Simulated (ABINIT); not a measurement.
An input for ABINIT 10.8.3 (CsGeCl3 (R3m)):

```
acell 3*1.0 Angstrom
rprim 
  3.846816390705 2.220960478697 3.178300533600
  -3.846816390705 2.220960478697 3.178300533600
  -0.000000000000 -4.441920957394 3.178300533600
ntypat 3
znucl 55 32 17
natom 5
typat 1 2 3 3 3
xred 
  0.998403350000 0.998403350000 0.998403350000
  0.515533150000 0.515533150000 0.515533150000
  0.496712670000 0.496712670000 0.948638170000
  0.496712670000 0.948638170000 0.496712670000
  0.948638170000 0.496712670000 0.496712670000
pp_dirpath "pseudos"
pseudos "Cs.upf, Ge.upf, Cl.upf"
ecut 56
ngkpt 4 4 4
nshiftk 1
shiftk 0.11 0.21 0.31
kptopt 3
chksymbreak 0
istwfk *1
occopt 1
irdwfk 1
optdriver 99
bs_calctype 1
mbpt_sciss 1.641 eV
bs_loband 18
nband 36
bs_exchange_term 1
bs_coulomb_term 21
bs_coupling 0
bs_algorithm 2
bs_freq_mesh 0 10 0.1 eV
zcut 0.15 eV
ecuteps 3
ecutwfn 28
inclvkb 2
mdf_epsinf 3.48
irdden 1
bs_haydock_niter 300
bs_haydock_tol -0.02 0
indata_prefix "in"
outdata_prefix "out"
tmpdata_prefix "tmp"
```

```sh
OMP_NUM_THREADS=1 mpirun -n 4 abinit run.abi > log
```

Estimate wall time and host memory on 4 MPI ranks of AMD EPYC 9R45, shared host.

It took 18 min; on shared hardware allow 9 min to 36 min. Peak host memory was 4.9 GiB.

The kernel grows as the square of the matrix size, and full diagonalisation as its cube.

[Paths, hosts, dates, memory and timing lines, banners, echoed tables and standing remarks are left out of the program output.]

[Logs are printed without paths, hosts, clocks, repeated set-up lines and the standing remarks that a program may print on its own settings, such as how far it seeks lower states.]

[Runs of the session that timed out or met a known fault of the program may be left out.]

[Hosts, paths, dates, database ids (printed as entryN), source tags and the programs' standing remarks are cut or masked in the printed files.]

[G0W0 gaps are taken among the corrected bands and points alone; a level outside them can change the order at an edge.]

[Where Ansatz stands beside ABINIT at settings called matched, ABINIT's density can come from a denser mesh and the files from another edition; pairs whose starting gaps differed by over 0.03 eV were left out, so agreement reads better than it is.]
